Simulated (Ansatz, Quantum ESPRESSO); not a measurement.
# Work function of Mo(110), 5 layers, one monolayer of F on longbridge sites, part 6 of 6

Aim: the work function of each face of Mo(110), 5 layers, one monolayer of F on longbridge sites, and how it moves with functional, pseudopotentials and boundary condition.

Quantum ESPRESSO 7.5; plane-wave DFT, PBE, GBRV ultrasoft pseudopotentials; geometry and cross-check by Ansatz 0.2.0 with PAW datasets.

So far. Step 10 (SCF with pw.x: LDA, GBRV ultrasoft): The upper face goes from 6.167 eV (PBE, GBRV) to 6.506 eV, a change of +0.339 eV. Step 11 (Ground state: rev-vdW-DF2, GBRV ultrasoft): The upper face goes from 6.167 eV (PBE, GBRV) to 6.417 eV, a change of +0.250 eV.

### Step 13. SCF with pw.x, with ecutwfc = 50 and ecutrho = 250

How much does a setting matter? One run is repeated with a change.

Level of this step: plane-wave DFT, PBE, GBRV ultrasoft pseudopotentials (Quantum ESPRESSO 7.5).

Contents of esm.w0.in:

```
&control
  prefix = 'esm.w0'
  outdir = './out'
  pseudo_dir = './pseudo'
  calculation = 'scf'
  tprnfor = .true.
/
&system
  ibrav = 0
  nat = 6
  ntyp = 2
  ecutwfc = 50
  ecutrho = 250
  occupations = 'smearing'
  smearing = 'mv'
  degauss = 0.02
  assume_isolated = 'esm'
  esm_bc = 'bc1'
/
&electrons
  conv_thr = 1e-07
  mixing_beta = 0.4
  electron_maxstep = 120
  mixing_mode = 'local-TF'
/
ATOMIC_SPECIES
  Mo  95.9500  mo_pbe_v1.uspp.F.UPF
  F   18.9984  f_pbe_v1.4.uspp.F.UPF
CELL_PARAMETERS angstrom
  2.22738636070000 -1.57500000000000 0.00000000000000
  2.22738636070000 1.57500000000000 0.00000000000000
  0.00000000000000 0.00000000000000 27.90954544300000
ATOMIC_POSITIONS crystal
  Mo  0.000000000000 0.000000000000 -0.186749029845
  Mo  0.500000000000 0.500000000000 -0.106941697845
  Mo  0.000000000000 0.000000000000 -0.027134365745
  Mo  0.500000000000 0.500000000000 0.053263341912
  Mo  -0.000000000000 -0.000000000000 0.131991864901
  F   0.500000000000 0.500000000000 0.186749029845
K_POINTS automatic
  10 10 1 0 0 0
```

Launch:

```
$ OMP_NUM_THREADS=1 mpirun -n 4 pw.x -nk 4 -in esm.w0.in > esm.w0.out
```

Output:

```text
[banner, memory and clock lines left out]
Program PWSCF v.7.5 starts
[citation notice left out]

[...]
Message from routine setup:
[...]
bravais-lattice index     =            0
     lattice parameter (alat)  =       5.1551  a.u.
     unit-cell volume          =    1321.4644 (a.u.)^3
     number of atoms/cell      =            6
     number of atomic types    =            2
     number of electrons       =        77.00
     number of Kohn-Sham states=           47
     kinetic-energy cutoff     =      50.0000  Ry
     charge density cutoff     =     250.0000  Ry
     scf convergence threshold =      1.0E-07
     mixing beta               =       0.4000
     number of iterations used =            8  local-TF  mixing
     Exchange-correlation=  SLA  PW   PBX  PBC
                           (   1   4   3   4   0   0   0)

     Effective Screening Medium Method
     Boundary Conditions: Vacuum-Slab-Vacuum
     total charge in unit cell        =   0.0000
     grid points for fit at edges     =        4

[...]
PseudoPot. # 1 for Mo read from file:
     ./pseudo/mo_pbe_v1.uspp.F.UPF
     Pseudo is Ultrasoft + core correction, Zval = 14.0
     Generated by new atomic code, or converted to UPF format
     Using radial grid of  889 points,  6 beta functions with:
                l(1) =   0
                l(2) =   0
                l(3) =   1
                l(4) =   1
                l(5) =   2
                l(6) =   2
     Q(r) pseudized with  6 coefficients,  rinner =    1.000   1.000   1.000
                                                       1.000   1.000

     PseudoPot. # 2 for F  read from file:
     ./pseudo/f_pbe_v1.4.uspp.F.UPF
     Pseudo is Ultrasoft, Zval =  7.0
     Generated by new atomic code, or converted to UPF format
     Using radial grid of  799 points,  4 beta functions with:
                l(1) =   0
                l(2) =   0
                l(3) =   1
                l(4) =   1
     Q(r) pseudized with  8 coefficients,  rinner =    0.950   0.950   0.950

     atomic species   valence    mass     pseudopotential
     Mo               14.00    95.95000     Mo( 1.00)
     F                 7.00    18.99840     F ( 1.00)

      4 Sym. Ops. (no inversion) found

[...]
number of k points=    31  Marzari-Vanderbilt smearing, width (Ry)=  0.0200
[...]
Dense  grid:    87915 G-vectors     FFT dimensions: (  25,  25, 270)

     Smooth grid:    63255 G-vectors     FFT dimensions: (  24,  24, 240)

     Check: negative core charge=   -0.000002

     Initial potential from superposition of free atoms

     starting charge      76.9947, renormalised to      77.0000

     negative rho (up, down):  3.821E-03 0.000E+00
     Starting wfcs are   69 randomized atomic wfcs

     per-process dynamical memory:   117.9 Mb

     Self-consistent Calculation

     iteration #  1     ecut=    50.00 Ry     beta= 0.40
     Davidson diagonalization with overlap
     ethr =  1.00E-02,  avg # of iterations =  1.1

     negative rho (up, down):  2.277E-03 0.000E+00

     total energy              =    -745.04208452 Ry
     estimated scf accuracy    <       2.42665969 Ry

     iteration #  2     ecut=    50.00 Ry     beta= 0.40
[...]
negative rho (up, down):  1.094E-03 0.000E+00

[...]
total energy              =    -745.07415726 Ry
     estimated scf accuracy    <       0.69295536 Ry

     iteration #  3     ecut=    50.00 Ry     beta= 0.40
[...]
negative rho (up, down):  8.673E-04 0.000E+00

[...]
total energy              =    -745.17197267 Ry
     estimated scf accuracy    <       0.16425790 Ry

     iteration #  4     ecut=    50.00 Ry     beta= 0.40
[...]
negative rho (up, down):  9.702E-04 0.000E+00

[...]
total energy              =    -745.25081123 Ry
     estimated scf accuracy    <       0.19460614 Ry

     iteration #  5     ecut=    50.00 Ry     beta= 0.40
[...]
negative rho (up, down):  1.690E-04 0.000E+00

[...]
total energy              =    -745.16674282 Ry
     estimated scf accuracy    <       0.22376489 Ry

     iteration #  6     ecut=    50.00 Ry     beta= 0.40
[...]
negative rho (up, down):  1.837E-04 0.000E+00

[...]
total energy              =    -745.21155972 Ry
     estimated scf accuracy    <       0.12910329 Ry

[...]
iteration # 36     ecut=    50.00 Ry     beta= 0.40
[...]
negative rho (up, down):  4.058E-03 0.000E+00

[...]
total energy              =    -745.21332846 Ry
     estimated scf accuracy    <       0.00000045 Ry

     iteration # 37     ecut=    50.00 Ry     beta= 0.40
[...]
negative rho (up, down):  4.055E-03 0.000E+00

[...]
total energy              =    -745.21333073 Ry
     estimated scf accuracy    <       0.00000015 Ry

     iteration # 38     ecut=    50.00 Ry     beta= 0.40
[...]
negative rho (up, down):  4.064E-03 0.000E+00

[...]
total energy              =    -745.21332090 Ry
     estimated scf accuracy    <       0.00000011 Ry

     iteration # 39     ecut=    50.00 Ry     beta= 0.40
[...]
negative rho (up, down):  4.084E-03 0.000E+00

[...]
End of self-consistent calculation

          k = 0.0000 0.0000 0.0000 (  7913 PWs)   bands (ev):

   -67.3029 -66.7786 -66.7018 -66.5984 -66.4484 -41.6464 -41.2562 -40.9696
   -40.8660 -40.6072 -40.4648 -40.4509 -40.3153 -40.1623 -40.1480 -40.1189
   -40.1078 -40.0848 -39.9655 -39.8331 -29.8932 -12.8379 -12.2107 -11.2797
   -11.0137 -10.7005 -10.3245  -9.7915  -9.2750  -8.9145  -8.5758  -8.0035
    -7.4247  -7.0451  -7.0063  -6.9365  -6.8294  -6.4756  -5.9293  -5.5314
    -4.7589  -4.4750  -4.2574  -4.0796  -4.0770  -4.0613  -3.9673

          k = 0.0612 0.0866 0.0000 (  7892 PWs)   bands (ev):

   -67.2896 -66.7617 -66.6890 -66.5897 -66.4379 -41.6200 -41.2364 -41.0448
   -40.8624 -40.6585 -40.5183 -40.4832 -40.3286 -40.2296 -40.1731 -40.1592
   -40.1501 -40.1127 -40.0145 -39.8742 -29.8639 -12.6237 -11.9435 -11.2453
   -10.8931 -10.4007 -10.0322 -10.0101  -9.1800  -8.7736  -8.4752  -7.9279
    -7.4052  -7.3089  -7.2113  -7.0580  -6.6614  -6.5289  -6.1161  -5.4261
    -5.1095  -4.7758  -4.5312  -4.3053  -4.2018  -4.0386  -3.9668

[...]
the Fermi energy is    -5.4392 ev

!    total energy              =    -745.21329794 Ry
     estimated scf accuracy    <       0.00000005 Ry
     smearing contrib. (-TS)   =      -0.00177749 Ry
     internal energy E=F+TS    =    -745.21152045 Ry

     The total energy is F=E-TS. E is the sum of the following terms:
     one-electron contribution =   22478.53088054 Ry
     hartree contribution      =  -11262.96416513 Ry
     xc contribution           =    -105.96809693 Ry
     ewald contribution        =  -11854.81013894 Ry

     convergence has been achieved in  39 iterations

     negative rho (up, down):  4.084E-03 0.000E+00

     Forces acting on atoms (cartesian axes, Ry/au):

     atom    1 type  1   force =     0.00000000    0.00000000    0.01972540
     atom    2 type  1   force =     0.00000000    0.00000000   -0.02345947
     atom    3 type  1   force =     0.00000000    0.00000000    0.00409863
     atom    4 type  1   force =     0.00000000    0.00000000    0.00034450
     atom    5 type  1   force =     0.00000000    0.00000000   -0.00055390
     atom    6 type  2   force =     0.00000000    0.00000000   -0.00003482

     Total force =     0.030930     Total SCF correction =     0.002005

[...]
```

Elapsed: 4.5 min, on 4 MPI ranks of Arm Neoverse V1, shared host; peak memory 0.84 GiB; 18 min of CPU time.

Beside the run it was changed from:

| quantity | this run | unchanged run | difference |
| --- | --- | --- | --- |
| vacuum line at the upper end of the cell, over the Fermi level (eV) | 6.170 | 6.167 | 0.0034 |
| vacuum line at the lower end of the cell, over the Fermi level (eV) | 4.708 | 4.710 | -0.0015 |
| free energy (eV) | -10139.14 | -10139.08 | -0.064 |
| wall time (s) | 268 | 248 |  |
| SCF iterations | 39 | 46 |  |

The free energy moves by -11 meV an atom.

Levels move by up to 3 meV, which is small.

### Step 14. The arithmetic

In the first self-consistent run, on its own zero, the Fermi level is 5.818 eV and the upper vacuum level 11.977 eV: φ = 11.977 − (5.818) = 6.159 eV.

The dipole of -0.2690 D is -0.0560 e Å (1 D = 0.20819 e Å). A dipole layer steps the potential by e p/(ε₀A), with e/ε₀ = 180.95 V Å: 180.95 × 0.0560 / 7.016 = 1.444 eV, against 1.444 eV between the two work functions.

### Step 15. Summary of results

- work function of the covered face, PBE, GBRV: 6.16 eV
- work function of the bare face, PBE, GBRV: 4.71 eV
- covered face by ESM: 6.17 eV
- dipole along the normal: -0.0560 e·Å
- covered face by Ansatz: 6.12 eV

What this shows: At the first level (PBE, GBRV ultrasoft) the work function comes to 6.16 eV on the upper face and 4.71 eV on the lower. The F layer ends 1.53 Å above the top metal plane and raises the work function by 1.44 eV against the bare face. This is the step −180.95 p/A = +1.44 eV of the slab's dipole p = -0.05600 e Å, which the dipole correction builds in. The bare face is held at bulk positions, so it is no relaxed clean surface. ESM differs from the periodic treatment by +8 meV on the upper face and -5 meV on the lower. Over the levels tried the upper face spans 6.12 eV (Ansatz PBE PAW, sawtooth) to 6.51 eV (QE LDA GBRV ultrasoft, ESM bc1). Quantum ESPRESSO and Ansatz give 6.16 and 6.12 eV for the upper face, which agree. Ansatz ran with Fermi-Dirac smearing of 0.1 eV against cold smearing of 0.02 Ry, which alone can move a level by some tens of meV. With 10×10 points and so few layers the values hold to some 0.05 to 0.1 eV. The slab is cut at a tabulated measured bulk lattice constant, given to two decimals. A full 1×1 monolayer may not be the stable structure at this coverage.

[Logs are printed without paths, hosts, clocks, repeated set-up lines and the standing remarks that a program may print on its own settings, such as how far it seeks lower states.]

[Hosts, paths, dates, database ids (printed as entryN), source tags and the programs' standing remarks are cut or masked in the printed files.]

[Maps of the electrostatic potential energy from Ansatz leave out the sawtooth potential of an applied field or a dipole correction, so their vacuum need not be flat; planar profiles and work functions include it.]
